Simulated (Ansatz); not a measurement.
# K2MoO4 (C2/m): the host for defect calculations, part 2 of 4

Aim: the runs on the perfect crystal K2MoO4 (C2/m) that a defect calculation needs first.

Ansatz 0.2.0; plane-wave PAW DFT, PBEsol; relaxation of the host's cell and atoms (the session's first sound run).

So far: Set-up; Host cell relaxation.

## Step 3: Dielectric tensors of the host

The response to a uniform electric field gives the electronic dielectric tensor.

This step: plane-wave PAW DFPT, PBEsol; dielectric tensors, Born charges and zone-centre modes of the host (Ansatz 0.2.0).

Input file eps/input.yaml:

```yaml
crystal:
  lattice:
    - [6.1458142352, -3.027951849, -0.0110572019]
    - [6.1458142352, 3.027951849, -0.0110572019]
    - [-3.2427604863, 0.0, 6.760402074]
  atoms:
    - { symbol: K, position: [0.4896147961, 0.4896147961, 0.7648466591] }
    - { symbol: K, position: [0.5103852039, 0.5103852039, 0.2351533409] }
    - { symbol: K, position: [0.8435941491, 0.8435941491, 0.2510377276] }
    - { symbol: K, position: [0.1564058509, 0.1564058509, 0.7489622724] }
    - { symbol: Mo, position: [0.8243711727, 0.8243711727, 0.7744654472] }
    - { symbol: Mo, position: [0.1756288273, 0.1756288273, 0.2255345528] }
    - { symbol: O, position: [0.0966074813, 0.6192227775, 0.9253310064] }
    - { symbol: O, position: [0.3807772225, 0.9033925187, 0.0746689936] }
    - { symbol: O, position: [0.9033925187, 0.3807772225, 0.0746689936] }
    - { symbol: O, position: [0.6192227775, 0.0966074813, 0.9253310064] }
    - { symbol: O, position: [0.0881065992, 0.0881065992, 0.3612384457] }
    - { symbol: O, position: [0.9118934008, 0.9118934008, 0.6387615543] }
    - { symbol: O, position: [0.6670512881, 0.6670512881, 0.6177472635] }
    - { symbol: O, position: [0.3329487119, 0.3329487119, 0.3822527365] }
basis:
  ecutwfc: 420
hamiltonian:
  xc: pbesol
kpoints:
  mp_grid: { grid: [5, 5, 4] }
scf:
  occupations: { method: fixed }
  max_iter: 100
phonons:
  method: dfpt
  dielectric: true
  rigid_motions: translations
```

Started as:

```
$ ansatz run input.yaml --threads 4 --pin off --max-ram 14131MiB --backend cpu --events-out ev --progress --plain --runs-dir out
```

Numbers of over 12 decimals in the logs are rounded to 6 here.

Output:

```text
[...]
Crystal: 14 atoms, lattice volume = 251.395 Å³
Basis set: ecut = 420 eV, 4921 PW (Γ), exchange–correlation on 96×96×108 points (8 copies of the dense FFT grid, shifted against one another)
Bands: 70, of which v1, the nominal top of the filled ones, is band 56 counted from 1 (55 counted from 0)
Symmetry: 4 space group operations
k-points: 51 of 100 (irreducible under 1 space group operation, time reversal used)
[...]
SCF iter   1: F=—  HF=-20355.365894 eV  |F-HF|=—  |Δ(HF+E_count)|=         —  Δρ=1.14e-2  dr2=2.88e-1  ethr=1.77e-3  ⟨swp⟩=4.2  Hψ=12166  notcnv=0  defer=520
[...]
SCF iter  12: F=-20355.304579 eV  HF=-20355.304579 eV  |F-HF|=1.46e-11  |Δ(HF+E_count)|=  2.26e-10  Δρ=1.05e-7  dr2=3.42e-11  ethr=1.00e-12  ⟨swp⟩=13.9  Hψ=21491  notcnv=0
SCF 1 converged in 12 iterations: F = -20355.304579 eV  dr2 = 3.42e-11
[...]
NSCF: frozen V_eff on 9 k-points
DFPT response loops at Γ: preconditioner auto → Resta (q_TF=auto, 2.384 Å⁻¹)  ε∞=3.7 (no band partly filled); β = 1.00, the filter's whole step (`scf.mixing.beta` (0.50) is not read by the response loops at its default; [...]
SCF converged after 12 iterations
Free energy (F): -20355.304579 eV
[...]
Internal energy: -20355.304579 eV  (E = F + TS)
E sigma→0 (E₀):  -20355.304579 eV
Fermi energy:    3.535569 eV
[...]
--- Band table (eV; the first three rows and the last of 51) ---
[...]
[... further k-points left out ...]
--- Phonons (Γ-DFPT): 18 representative perturbations + reference, on 51 of 100 k-points (Σ response iterations 73) ---
  k mesh reduced under 1 symmetry operation, with k and −k counted as one. Each operation leaves every solved perturbation unchanged. A smaller set is not considered because the run solves the response to a homogeneous field
  ASR residual: 1.396e-4 → 0.000e0 eV/Å²; symmetrization residual: 4.666e-6 eV/Å²
  ASR residual per site (eV/Å²): 1.31e-5 1.31e-5 1.35e-5 1.35e-5 1.40e-4 1.40e-4 8.19e-5 8.19e-5 8.19e-5 8.19e-5 1.31e-4 1.31e-4 6.77e-5 6.77e-5
  Γ frequencies (cm⁻¹): 0.00 0.00 0.00 36.90 46.07 58.05 64.57 72.94 73.85 83.68 95.54 104.93 107.93 118.45 121.33 122.71 132.59 137.97 144.02 151.73 156.21 161.92 162.50 169.28 300.94 305.02 310.09 311.67 323.03 324.20 326.72 334.74 339.28 360.02 823.95 [...]
  ε∞ (high-frequency dielectric tensor):
        2.713616     0.000000     0.004593
        0.000000     2.748754     0.000000
        0.004594     0.000000     2.720467
  ε⁰ (static dielectric tensor: ions relaxed, cell fixed):
        6.427160     0.000000    -0.237648
        0.000000    13.844492    -0.000000
       -0.237647    -0.000000     5.459497
  ε⁰ − ε∞ (ionic part):
        3.713544     0.000000    -0.242241
        0.000000    11.095738    -0.000000
       -0.242241    -0.000000     2.739030
  softest optical mode at Γ: 36.90 cm⁻¹; the repairs (sum rule, projections) moved no ω² at Γ by more than (2.39 cm⁻¹)²
  Born effective charges Z* (e; rows j = field, columns β = displacement):
    site 0:
         1.26851    0.00000    0.12878
         0.00000    1.36654    0.00000
         0.21776    0.00000    1.29142
    site 1:
         1.26851    0.00000    0.12878
         0.00000    1.36654    0.00000
         0.21776    0.00000    1.29142
    site 2:
         1.29874   -0.00000   -0.13774
        -0.00000    1.13789    0.00000
        -0.21427    0.00000    1.24472
    site 3:
         1.29874   -0.00000   -0.13774
        -0.00000    1.13789    0.00000
        -0.21427    0.00000    1.24472
    site 4:
         3.07668    0.00000    0.07872
         0.00000    3.12365    0.00000
         0.05054    0.00000    3.12632
    site 5:
         3.07668    0.00000    0.07872
         0.00000    3.12365    0.00000
         0.05054    0.00000    3.12632
    site 6:
        -0.78031   -0.05804    0.00192
        -0.12819   -2.08169    0.86148
         0.02653    0.81636   -1.36864
    site 7:
        -0.78031    0.05804    0.00192
         0.12819   -2.08169   -0.86148
         0.02653   -0.81636   -1.36864
    site 8:
        -0.78031   -0.05804    0.00192
        -0.12819   -2.08169    0.86148
         0.02653    0.81636   -1.36864
    site 9:
        -0.78031    0.05804    0.00192
         0.12819   -2.08169   -0.86148
         0.02653   -0.81636   -1.36864
    site 10:
        -2.13207    0.00000    0.76304
[...]
site 11:
[...]
site 12:
[...]
site 13:
[...]
Z* charge neutrality: 1.162e-5 e pre-enforcement
  k-mesh period / interband length: 30.0 Å / 1.01 Å = 29.64 at k = (0.0000, 0.0000, 0.0000), direct gap 4.554 eV — 14 or more, which is no proof of convergence
  optical modes at Γ without the LO–TO term, one row a degenerate level:
      ω (cm⁻¹)  modes    IR ((D/Å)²/amu)
[...]
optical modes at Γ + LO–TO along q̂ = [1.0000, 0.0000, 0.0000]:
      ω (cm⁻¹)  modes    IR ((D/Å)²/amu)
[...]
optical modes at Γ + LO–TO along q̂ = [0.0000, 1.0000, 0.0000]:
      ω (cm⁻¹)  modes    IR ((D/Å)²/amu)
[...]
optical modes at Γ + LO–TO along q̂ = [0.0000, 0.0000, 1.0000]:
      ω (cm⁻¹)  modes    IR ((D/Å)²/amu)
[...]
328.34      1             2.3707
        334.74      1             0.0000
        339.42      1             0.1076
        360.02      1             0.0000
        823.95      1             0.0000
        824.16      1            33.2913
        825.67      1             0.0000
        834.32      1            31.6391
        853.30      1             0.0000
        884.46      1            27.3061
        895.04      1             0.0000
        896.36      1             6.5311
```

Run time: 12 min. Hardware: 4 threads of Arm Neoverse V2, shared host; peak memory 3.8 GiB; 48 min of CPU time.

In the SCF lines HF is the Harris–Foulkes energy and dr2 the Hartree energy of the density residual, in eV; the loop may stop once dr2 is under the threshold and the program's other checks hold. Hψ counts applications of the Hamiltonian.

Electronic dielectric tensor:

```
2.71 0.00 0.00
0.00 2.75 0.00
0.00 0.00 2.72
```

Static dielectric tensor:

```
 6.43  0.00 -0.24
 0.00 13.84  0.00
-0.24  0.00  5.46
```

The principal values of the electronic dielectric tensor are 2.71, 2.72 and 2.75. The principal values of the static dielectric tensor are 5.40, 6.48 and 13.84.

## Step 4: Primitive cell on a dense mesh

A dense mesh gives the host's converged energy, against which the supercell's sampling is tested.

This step: plane-wave PAW DFT, PBEsol; single point of the host's primitive cell on a dense mesh (Ansatz 0.2.0).

dense/input.yaml, as its differences from eps/input.yaml of step 3:

```diff
@@ -22,2 +22,3 @@
   ecutwfc: 420
+  xc_grid: 2
 hamiltonian:
@@ -27,7 +28,3 @@
 scf:
-  occupations: { method: fixed }
-  max_iter: 100
-phonons:
-  method: dfpt
-  dielectric: true
-  rigid_motions: translations
+  occupations: { method: fermi_dirac, width: 0.01 }
+  max_iter: 80
```

Output:

```text
[...]
Crystal: 14 atoms, lattice volume = 251.395 Å³
Basis set: ecut = 420 eV, 4921 PW (Γ), exchange–correlation on 96×96×108 points (8 copies of the dense FFT grid, shifted against one another)
Bands: 70, of which v1, the nominal top of the filled ones, is band 56 counted from 1 (55 counted from 0)
Symmetry: 4 space group operations
[...]
k-points: 33 of 100
[...]
SCF iter   1: F=—  HF=-20355.365777 eV  |F-HF|=—  |Δ(HF+E_count)|=         —  Δρ=1.15e-2  dr2=2.92e-1  ethr=1.77e-3  ⟨swp⟩=6.1  Hψ=9289  notcnv=0  defer=3
[...]
SCF iter   8: F=-20355.304579 eV  HF=-20355.304579 eV  |F-HF|=3.72e-8  |Δ(HF+E_count)|=   1.09e-6  Δρ=3.21e-6  dr2=3.11e-8  ethr=2.24e-10  ⟨swp⟩=2.0  Hψ=4125  notcnv=0
SCF 1 converged in 8 iterations: F = -20355.304579 eV  dr2 = 3.11e-8
[...]
SCF converged after 8 iterations
Free energy (F): -20355.304579 eV
[...]
Internal energy: -20355.304579 eV  (E = F + TS)
E sigma→0 (E₀):  -20355.304579 eV
Fermi energy:    5.710666 eV
[...]
```

It took 5.1 s on 4 threads; peak memory 0.94 GiB; 20 s of CPU time.

## Step 5: Self-consistent run

This step: plane-wave PAW DFT, PBEsol; single point of the defect-free supercell, a test of its k-points (Ansatz 0.2.0).

System of this step: K2MoO4 (C2/m). The cell holds 56 atoms: 16 K, 8 Mo and 32 O. Its edges and angles: a = 9.638 Å, b = 11.282 Å, c = 13.703 Å, α = 44.1°, β = 91.4°, γ = 81.4°.

Input file pristine.sampling/input.yaml:

```yaml
crystal:
  lattice:
    - [-3.2427604863, 6.0559036979, 6.760402074]
    - [9.0488679841, 0.0, 6.7382876702]
    - [12.2916284704, 6.0559036979, -0.0221144038]
  atoms:
    - { symbol: K, position: [0.1376159315, 0.6272307276, 0.3623840685] }
    - { symbol: K, position: [0.1376159315, 0.6272307276, 0.8623840685] }
    - { symbol: K, position: [0.6376159315, 0.1272307276, 0.3623840685] }
    - { symbol: K, position: [0.6376159315, 0.1272307276, 0.8623840685] }
    - { symbol: K, position: [0.3623840685, 0.8727692724, 0.1376159315] }
    - { symbol: K, position: [0.3623840685, 0.8727692724, 0.6376159315] }
    - { symbol: K, position: [0.8623840685, 0.3727692724, 0.1376159315] }
    - { symbol: K, position: [0.8623840685, 0.3727692724, 0.6376159315] }
    - { symbol: K, position: [0.2037217892, 0.0473159383, 0.2962782108] }
    - { symbol: K, position: [0.2037217892, 0.0473159383, 0.7962782108] }
    - { symbol: K, position: [0.7037217892, 0.5473159383, 0.2962782108] }
    - { symbol: K, position: [0.7037217892, 0.5473159383, 0.7962782108] }
    - { symbol: K, position: [0.2962782108, 0.4526840617, 0.2037217892] }
    - { symbol: K, position: [0.2962782108, 0.4526840617, 0.7037217892] }
    - { symbol: K, position: [0.7962782108, 0.9526840617, 0.2037217892] }
    - { symbol: K, position: [0.7962782108, 0.9526840617, 0.7037217892] }
    - { symbol: Mo, position: [0.4750471373, 0.2994183099, 0.0249528627] }
    - { symbol: Mo, position: [0.4750471373, 0.2994183099, 0.5249528627] }
    - { symbol: Mo, position: [0.9750471373, 0.7994183099, 0.0249528627] }
    - { symbol: Mo, position: [0.9750471373, 0.7994183099, 0.5249528627] }
    - { symbol: Mo, position: [0.0249528627, 0.2005816901, 0.4750471373] }
    - { symbol: Mo, position: [0.0249528627, 0.2005816901, 0.9750471373] }
    - { symbol: Mo, position: [0.5249528627, 0.7005816901, 0.4750471373] }
    - { symbol: Mo, position: [0.5249528627, 0.7005816901, 0.9750471373] }
    - { symbol: O, position: [0.4143617626, 0.5109692439, 0.3469458855] }
    - { symbol: O, position: [0.4143617626, 0.5109692439, 0.8469458855] }
    - { symbol: O, position: [0.9143617626, 0.0109692439, 0.3469458855] }
    - { symbol: O, position: [0.9143617626, 0.0109692439, 0.8469458855] }
    - { symbol: O, position: [0.3469458855, 0.7277231081, 0.4143617626] }
    - { symbol: O, position: [0.3469458855, 0.7277231081, 0.9143617626] }
    - { symbol: O, position: [0.8469458855, 0.2277231081, 0.4143617626] }
    - { symbol: O, position: [0.8469458855, 0.2277231081, 0.9143617626] }
    - { symbol: O, position: [0.0856382374, 0.9890307561, 0.1530541145] }
    - { symbol: O, position: [0.0856382374, 0.9890307561, 0.6530541145] }
    - { symbol: O, position: [0.5856382374, 0.4890307561, 0.1530541145] }
    - { symbol: O, position: [0.5856382374, 0.4890307561, 0.6530541145] }
    - { symbol: O, position: [0.1530541145, 0.7722768919, 0.0856382374] }
    - { symbol: O, position: [0.1530541145, 0.7722768919, 0.5856382374] }
    - { symbol: O, position: [0.6530541145, 0.2722768919, 0.0856382374] }
    - { symbol: O, position: [0.6530541145, 0.2722768919, 0.5856382374] }
    - { symbol: O, position: [0.1365659233, 0.2246725225, 0.3634340767] }
    - { symbol: O, position: [0.1365659233, 0.2246725225, 0.8634340767] }
    - { symbol: O, position: [0.6365659233, 0.7246725225, 0.3634340767] }
    - { symbol: O, position: [0.6365659233, 0.7246725225, 0.8634340767] }
    - { symbol: O, position: [0.3634340767, 0.2753274775, 0.1365659233] }
    - { symbol: O, position: [0.3634340767, 0.2753274775, 0.6365659233] }
    - { symbol: O, position: [0.8634340767, 0.7753274775, 0.1365659233] }
    - { symbol: O, position: [0.8634340767, 0.7753274775, 0.6365659233] }
    - { symbol: O, position: [0.4753479877, 0.1423992758, 0.0246520123] }
    - { symbol: O, position: [0.4753479877, 0.1423992758, 0.5246520123] }
    - { symbol: O, position: [0.9753479877, 0.6423992758, 0.0246520123] }
    - { symbol: O, position: [0.9753479877, 0.6423992758, 0.5246520123] }
    - { symbol: O, position: [0.0246520123, 0.3576007242, 0.4753479877] }
    - { symbol: O, position: [0.0246520123, 0.3576007242, 0.9753479877] }
    - { symbol: O, position: [0.5246520123, 0.8576007242, 0.4753479877] }
    - { symbol: O, position: [0.5246520123, 0.8576007242, 0.9753479877] }
basis:
  ecutwfc: 420
  xc_grid: 2
hamiltonian:
  xc: pbesol
kpoints:
  mp_grid: { grid: [1, 1, 1], shift: [0.25, 0.25, 0.25] }
scf:
  occupations: { method: fermi_dirac, width: 0.01 }
  max_iter: 80
```

Output:

```text
[...]
Crystal: 56 atoms, lattice volume = 1005.578 Å³
Basis set: ecut = 420 eV, 19613 PW (Γ), exchange–correlation on 144×160×192 points (8 copies of the dense FFT grid, shifted against one another)
Bands: 280, of which v1, the nominal top of the filled ones, is band 224 counted from 1 (223 counted from 0)
Symmetry: 8 space group operations
k-points: 1
[...]
SCF iter   1: F=—  HF=-81421.461474 eV  |F-HF|=—  |Δ(HF+E_count)|=         —  Δρ=1.14e-2  dr2=1.16e0  ethr=1.77e-3  ⟨swp⟩=6.0  Hψ=1126  notcnv=0
[...]
SCF iter   8: F=-81421.215508 eV  HF=-81421.215508 eV  |F-HF|=4.81e-8  |Δ(HF+E_count)|=   5.02e-6  Δρ=8.74e-6  dr2=8.64e-7  ethr=2.23e-10  ⟨swp⟩=1.0  Hψ=601  notcnv=0
SCF 1 converged in 8 iterations: F = -81421.215508 eV  dr2 = 8.64e-7
[...]
SCF converged after 8 iterations
Free energy (F): -81421.215508 eV
[...]
Internal energy: -81421.215508 eV  (E = F + TS)
E sigma→0 (E₀):  -81421.215508 eV
Fermi energy:    5.684630 eV
[...]
```

The job ended after 4.9 s (4 threads; peak memory 1.7 GiB).

Numbers from this step:

- energy over dense mesh: 5.01e-5 eV/atom

(Continued in part 3 of 4.)

[Logs are printed without paths, hosts, clocks, repeated set-up lines and the standing remarks that a program may print on its own settings, such as how far it seeks lower states.]

[Hosts, paths, dates, database ids (printed as entryN), source tags and the programs' standing remarks are cut or masked in the printed files.]

[Runs of the host that timed out are not shown.]

[For some hosts the program warned that the k-mesh of the response run may be too coarse for force constants and the static dielectric constant; such warnings are not always shown.]
